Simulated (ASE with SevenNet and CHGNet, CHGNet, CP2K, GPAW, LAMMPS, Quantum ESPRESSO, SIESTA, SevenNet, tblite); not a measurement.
# Machine-learned potentials on amorphous Hg30S21Se9 (60 atoms): settings against a plane-wave reference

Aim: run amorphous Hg30S21Se9 (60 atoms) in machine-learned potentials and see how near its forces come to a plane-wave reference, and at what cost.

Method: the method is named at each step, in ASE with SevenNet and CHGNet.

### Step 1. The starting structure

The cell holds 60 atoms: 30 Hg, 21 S and 9 Se. Cell: a = 11.895 Å, b = 11.895 Å, c = 11.895 Å, α = 90.0°, β = 90.0°, γ = 90.0°. 60 atoms (30 Hg, 21 S, 9 Se) placed at random at 7.3 g/cm³, melted at 2500 K for 10 ps at fixed volume with the Stillinger-Weber II-VI potential (Zhou et al., Phys. Rev. B 88, 085309 (2013)). Quenched from 2500 K to 300 K at 3 K/ps and fixed volume, held 5 ps, then minimised at fixed cell.

The yardstick, on the same geometry:

| Item | Value |
| --- | --- |
| method | Kohn-Sham DFT, PBE, SSSP efficiency 1.3.0 pseudopotentials, plane waves (Quantum ESPRESSO 7.5); sssp-pbe-1.3.0-efficiency, cutoffs 55/440 Ry, Γ point |
| r.m.s. force component | 0.4116 eV/Å |
| longest force | 1.594 eV/Å |
| pressure | 0.3687 GPa |
| time | 11 min on 4 MPI ranks of Arm Neoverse V1, shared host |
| CPU time | 43 min |

### Step 2. SevenNet l3i5 potential

Method: machine-learned interatomic potential SevenNet l3i5, trained on PBE(+U) plane-wave data.

run.py

```python
import numpy as np
from ase.io import read
import mlip  # loads the published weights by name

atoms = read("structure.xyz")
atoms.calc = mlip.calc("7net-l3i5")
energy = atoms.get_potential_energy()
forces = atoms.get_forces()
print(f"energy {energy:.6f} eV")
print("forces (eV/A)")
for i, (a, f) in enumerate(zip(atoms, forces)):
    print(f"{i:4d} {a.symbol:2s} {f[0]:10.5f} {f[1]:10.5f} {f[2]:10.5f}")
stress = -atoms.get_stress(voigt=False) * 160.21766
print("stress (GPa, compression positive)")
for row in stress:
    print(" ".join(f"{x:10.4f}" for x in row))
```

structure.xyz

```xyz
60
Lattice="11.89490 0.00000 0.00000 0.00000 11.89490 0.00000 0.00000 0.00000 11.89490" Properties=species:S:1:pos:R:3 pbc="T T T"
Hg 0.83276 9.35986 2.53980
Hg 0.79327 8.09983 11.57005
Hg 11.37628 5.57776 9.04072
Hg 5.98076 11.54804 1.72500
Hg 8.80020 7.82673 8.88394
Hg 8.66056 10.01313 6.26730
Hg 6.15050 7.40136 3.16678
Hg 9.41600 1.40384 11.68638
Hg 5.12266 7.36996 11.20916
Hg 3.81065 3.01191 2.96897
Hg 5.10267 11.15504 4.70550
Hg 8.93723 5.25992 0.05495
Hg 5.26516 7.16454 7.00443
Hg 0.83895 0.70763 5.71847
Hg 10.32144 6.74274 3.95137
Hg 10.14207 3.25873 6.25577
Hg 9.15753 9.14456 0.66718
Hg 0.13049 3.55087 2.25765
Hg 1.53111 5.09459 5.32261
Hg 1.79351 2.47188 9.73157
Hg 9.44324 0.22862 3.60606
Hg 4.97492 2.75355 10.95925
Hg 7.27088 4.10778 8.85920
Hg 7.63272 3.53302 3.27169
Hg 11.31812 11.07927 8.77463
Hg 1.68313 11.83804 0.65553
Hg 0.54871 8.15752 6.31512
Hg 3.53136 10.67805 8.76559
Hg 7.02989 0.90592 7.97113
Hg 4.83314 3.15536 6.60333
S 11.14112 2.04616 4.22174
S 7.47487 3.23494 5.88631
S 11.23461 10.38449 6.15716
S 5.65591 4.91842 2.39777
S 5.19165 8.74085 9.01931
S 10.95925 5.76106 6.39506
S 6.34343 5.05569 11.38687
S 9.74228 4.76058 2.44619
S 7.63438 10.30622 8.67376
S 7.93426 1.32307 1.92019
S 10.21665 9.67329 3.06389
S 7.77617 6.15442 7.11125
S 2.74844 6.44953 11.81152
S 4.65412 8.55933 4.90082
S 2.24766 5.10374 2.52077
S 1.92614 4.97266 9.45062
S 8.16204 7.93568 4.72132
S 7.42063 0.19353 5.35532
S 10.23806 7.26909 11.00124
S 3.48437 5.27574 7.02156
S 1.97907 7.70159 4.16345
Se 6.50377 8.94508 1.05222
Se 0.18390 2.04081 0.06055
Se 1.44142 10.37104 10.34333
Se 3.45452 1.35923 5.14228
Se 4.33379 1.40407 8.66948
Se 3.99086 1.24361 1.01345
Se 9.68126 3.55705 9.88918
Se 9.30300 10.92392 10.54090
Se 11.68507 1.75652 8.12101
```

Run with:

```console
$ OMP_NUM_THREADS=1 python run.py > output.txt
```

What it wrote:

```text
energy -120.216736 eV
forces (eV/A)
   0 Hg    0.24774    0.26754   -0.30342
   1 Hg    0.60425   -0.45175    0.24002
   2 Hg    0.47080   -0.35551    0.04075
   3 Hg    0.06866   -0.57239   -0.07348
   4 Hg   -0.44814   -0.62740   -0.56196
   5 Hg   -0.42478   -0.26322   -0.24400
   6 Hg   -0.30025   -0.58092    0.16794
   7 Hg    0.09473    0.18025    0.08343
   8 Hg   -0.59024    0.07850   -0.30444
   9 Hg   -0.31575    0.56038    0.19129
  10 Hg    0.05864   -0.73045    0.09778
  11 Hg   -0.13438   -0.46840    0.20292
  12 Hg    0.27255   -0.00787   -0.05087
  13 Hg    0.30572    0.23938    0.22083
  14 Hg   -0.59421    0.21218    0.06758
  15 Hg   -0.35517   -0.06849    0.06678
  16 Hg    0.19876    0.21507    0.73397
  17 Hg    0.78654    0.42117   -0.17280
  18 Hg    0.15553    0.17772   -0.37514
  19 Hg   -0.07954    0.34462   -0.14289
  20 Hg    0.34583   -0.36393   -0.01857
  21 Hg    0.35149    0.51875   -0.02440
  22 Hg   -0.09789    0.41482   -0.09546
  23 Hg   -0.57438    0.27333    0.39085
[...]
52 Se    0.04614   -0.03205    0.33742
  53 Se   -0.16541   -0.16944   -0.28858
  54 Se   -0.19975   -0.36660   -0.54311
  55 Se   -0.19046   -0.29900    0.39082
  56 Se    0.17091   -0.17903    0.06455
  57 Se   -0.30522    0.01820    0.31515
  58 Se   -0.48219   -0.03267   -0.77428
  59 Se    0.09416   -0.11033   -0.71788
stress (GPa, compression positive)
    0.2902    -0.1875     0.0778
   -0.1875     0.2207    -0.1554
    0.0778    -0.1554     0.6198
```

Wall time 10 s (1 thread of Arm Neoverse V1, shared host); peak memory 0.87 GiB.

Banners, paths, timers and routine set-up lines are dropped from the logs unmarked, and long logs keep their key lines alone; longer cuts are marked.

Against the reference:

* r.m.s. force component: 0.3878 eV/Å
* r.m.s. difference of force components: 145.9 meV/Å
* longest difference of force vectors: 564.9 meV/Å
* force difference over r.m.s. force: 35.44 %
* slope of forces against the reference's: 0.8812
* correlation of force components: 0.9351
* pressure: 0.3769 GPa
* pressure difference: 0.0082 GPa

Length of the force difference by element (eV/Å):

```tsv
element	atoms	mean	most
Hg	30	0.18	0.41
S	21	0.28	0.56
Se	9	0.22	0.49
```

A closer look about Se59, which has 3 bonded neighbours where the commonest count for Se is 4: 9 atoms, nearest first, numbered in the order of the input, with positions taken from that point.

```tsv
atom	x	y	z	distance (Å)	bonds	Fx	Fy	Fz (eV/Å)
Se59	0.00	0.00	0.00	0.00	3	-0.48	-0.03	-0.77
S39	-1.67	-0.62	-1.87	2.58	3	0.61	-0.02	0.71
Hg8	0.11	2.37	1.15	2.64	4	0.09	0.18	0.08
Hg25	2.02	0.16	-1.77	2.68	4	-0.14	-0.01	-0.37
Hg17	-0.15	-1.78	2.02	2.70	4	0.20	0.22	0.73
Hg5	-0.50	-3.10	-1.66	3.55	3	-0.45	-0.63	-0.56
S49	0.94	-3.65	0.46	3.80	5	0.15	0.33	-0.28
Hg29	-2.27	1.88	-2.57	3.91	3	0.03	0.25	-0.08
Se54	4.03	-0.55	-0.20	4.08	4	-0.17	-0.17	-0.29
```

Atoms are counted from 1 here, from 0 in the log.

Forces lie 35 % from the reference's, at 0.0041 times its CPU time (on 1 against 4 cores).

### Step 3. CHGNet 0.3.0 potential

Method: machine-learned interatomic potential CHGNet 0.3.0, trained on PBE(+U) plane-wave data.

Changes to run.py since step 2:

```diff
@@ -5,3 +5,3 @@
 atoms = read("structure.xyz")
-atoms.calc = mlip.calc("7net-l3i5")
+atoms.calc = mlip.calc("chgnet-0.3.0")
 energy = atoms.get_potential_energy()
```

structure.xyz is that of step 2.

What it wrote:

```text
CHGNet v0.3.0 initialized with 412,525 parameters
CHGNet will run on cpu
energy -140.457352 eV
forces (eV/A)
   0 Hg   -0.15919   -0.33212    0.69955
   1 Hg    0.68347   -0.71541    0.02990
   2 Hg    0.52615   -0.34556    0.00356
   3 Hg    0.16759   -0.33741   -0.23144
   4 Hg   -0.41314   -0.44318   -0.48195
   5 Hg   -0.22724   -0.37996   -0.24536
   6 Hg   -0.18948   -0.52461    0.22852
   7 Hg    0.05045    0.29779   -0.04426
   8 Hg   -0.50097   -0.17775   -0.15355
   9 Hg   -0.16100    0.69832    0.22155
  10 Hg    0.06027   -0.45000    0.35318
  11 Hg   -0.31073   -0.26190    0.05657
  12 Hg    0.29705   -0.04336   -0.12003
  13 Hg    0.21960    0.05486    0.05613
  14 Hg   -0.55079    0.32268   -0.04105
  15 Hg   -0.19215   -0.05365    0.06546
  16 Hg    0.08613    0.09600    0.52948
  17 Hg    0.72011    0.40453   -0.09915
  18 Hg    0.38896    0.25568   -0.48861
  19 Hg   -0.11449    0.42206   -0.11069
  20 Hg    0.33264   -0.43059   -0.12321
  21 Hg    0.28809    0.35087    0.01056
  22 Hg    0.34552    0.72736   -0.17374
  23 Hg   -0.61092    0.31120    0.32398
[...]
52 Se   -0.05235   -0.13163    0.21551
  53 Se    0.15287   -0.14225    0.00018
  54 Se   -0.20098   -0.25382   -0.26800
  55 Se    0.17694   -0.30881    0.35962
  56 Se    0.18290   -0.15600   -0.20391
  57 Se   -0.41255    0.16392    0.22351
  58 Se    0.07060    0.05580    0.06278
  59 Se    0.07066   -0.14841   -0.52688
stress (GPa, compression positive)
   -0.2654     0.0752     0.0228
    0.0752    -0.2742    -0.0501
    0.0228    -0.0501     0.1458
```

Elapsed: 4.2 s, on 1 thread; peak memory 0.56 GiB.

Against the reference:

* r.m.s. force component: 0.3375 eV/Å
* r.m.s. difference of force components: 254.3 meV/Å
* longest difference of force vectors: 1238 meV/Å
* force difference over r.m.s. force: 61.78 %
* slope of forces against the reference's: 0.6454
* correlation of force components: 0.787
* pressure: -0.1313 GPa
* pressure difference: -0.5 GPa

Against the first run (35 %), the force difference from the reference is 62 %, at 0.40 times the CPU time.

### Step 4. CHGNet r2SCAN potential

Method: machine-learned interatomic potential CHGNet r2SCAN, trained on r2SCAN plane-wave data.

Changes to run.py since step 3:

```diff
@@ -5,3 +5,3 @@
 atoms = read("structure.xyz")
-atoms.calc = mlip.calc("chgnet-0.3.0")
+atoms.calc = mlip.calc("chgnet-r2scan")
 energy = atoms.get_potential_energy()
```

structure.xyz is that of step 3.

What it wrote:

```text
CHGNet vr2scan initialized with 412,525 parameters
CHGNet will run on cpu
energy -1783.244873 eV
forces (eV/A)
   0 Hg   -0.09272   -0.29553    0.48909
   1 Hg    0.61289   -0.47265    0.03623
   2 Hg    0.41009   -0.32077    0.00683
   3 Hg    0.04713   -0.20829   -0.13803
   4 Hg   -0.27509   -0.35966   -0.33482
   5 Hg   -0.16061   -0.18715   -0.18465
   6 Hg   -0.14468   -0.22949    0.16724
   7 Hg    0.08151    0.13120   -0.07012
   8 Hg   -0.45232   -0.16978   -0.06713
   9 Hg   -0.14581    0.55234    0.05009
  10 Hg    0.03238   -0.27308    0.21624
  11 Hg   -0.14560   -0.17393   -0.03234
  12 Hg    0.17410   -0.01218   -0.08245
  13 Hg    0.09833    0.06366    0.04996
  14 Hg   -0.43054    0.20809    0.00980
  15 Hg   -0.13209    0.01449   -0.01676
  16 Hg   -0.01853    0.06267    0.30109
  17 Hg    0.48931    0.34484   -0.07243
  18 Hg    0.31638    0.23364   -0.35342
  19 Hg   -0.08988    0.36621   -0.09016
  20 Hg    0.13184   -0.20534   -0.10632
  21 Hg    0.10938    0.16697    0.02840
  22 Hg    0.29532    0.51056   -0.13757
  23 Hg   -0.43732    0.26781    0.18472
[...]
52 Se    0.00391   -0.14031    0.18398
  53 Se    0.07743   -0.03793   -0.01240
  54 Se   -0.11209   -0.11485   -0.18252
  55 Se    0.19851   -0.13709    0.24434
  56 Se    0.14967   -0.03372   -0.11955
  57 Se   -0.35488    0.24807    0.14659
  58 Se    0.01436    0.05594   -0.01057
  59 Se    0.14067   -0.19616   -0.35134
stress (GPa, compression positive)
   -1.2698     0.1469    -0.0126
    0.1469    -1.3352    -0.0103
   -0.0126    -0.0103    -0.9217
```

It took 3.6 s on 1 thread; peak memory 0.56 GiB.

Compared with the plane-wave run:

| Item | Value |
| --- | --- |
| r.m.s. force component | 0.263 eV/Å |
| r.m.s. difference of force components | 290.7 meV/Å |
| longest difference of force vectors | 1247 meV/Å |
| force difference over r.m.s. force | 70.63 % |
| slope of forces against the reference's | 0.4547 |
| correlation of force components | 0.7116 |
| pressure | -1.176 GPa |
| pressure difference | -1.544 GPa |

Against the first run (35 %), the force difference from the reference is 71 %, at 0.35 times the CPU time; this potential was trained at another functional than the reference's, which explains only part of so large a difference.

### Step 5. All runs compared

Differences are against the plane-wave reference, forces as r.m.s. over components; share is that over the reference's r.m.s. force, slope the least-squares factor from reference forces to these. Total energies of different programs have different zeros and aren't compared.

```tsv
run	Δ force, r.m.s. (meV/Å)	share (%)	slope	Δ pressure (GPa)	cores	CPU time	memory (GiB)
reference	-	-	-	-	4	43 min	5.2
SevenNet l3i5 potential	146	35.4	0.881	0.0082	1	10 s	0.87
CHGNet 0.3.0 potential	254	61.8	0.645	-0.5	1	4.2 s	0.56
CHGNet r2SCAN potential	291	70.6	0.455	-1.54	1	3.6 s	0.56
```

Times of the machine-learned potentials are mostly Python's start and the loading of weights.

CPU time is summed over cores on a shared host, where runs went side by side, so it is rough. Symmetry, cutoffs, thresholds, outputs and thread counts weren't matched or tuned between programs; memory under MPI is the largest rank's times the ranks.

### Step 6. Results

| Property | Result |
| --- | --- |
| nearest in forces | SevenNet l3i5 potential, 35 % |
| its CPU time | 10 s |

Machine-learned potentials differ by 35 % (SevenNet l3i5 potential) to 71 % (CHGNet r2SCAN potential); they were trained on other programs' data, some at another functional. Among those trained on PBE data the slope goes as low as 0.65, with a correlation of 0.79, so directions differ as well as sizes. The reference's pressure holds the uncorrected Pulay stress of its 55 Ry basis, so small pressure differences, and their order, may be the reference's own error. Machine-learned potentials mimic data converged in k, so the reference's own k-point error enters their differences. The quench rate of 3 K/ps is many orders above laboratory rates, so the cell is likely richer in defects and strain than a real sample. The network of bonds at the start is that of the classical potential that made the cell, and needn't be the one that DFT or experiment would give. The electronic-structure runs sample only Γ, in a cell whose shortest periodic width is 12 Å, which is coarse for a cell with partly filled levels. Spin–orbit coupling is left out, which matters for the levels of the heavy elements.

[Also dropped from logs without a mark: logging warnings of Python, and SIESTA's first energy breakdown and zero terms.]

[Logs are printed without paths, hosts, clocks, repeated set-up lines and the standing remarks that a program may print on its own settings, such as how far it seeks lower states.]

[Hosts, paths, dates, database ids (printed as entryN), source tags and the programs' standing remarks are cut or masked in the printed files.]
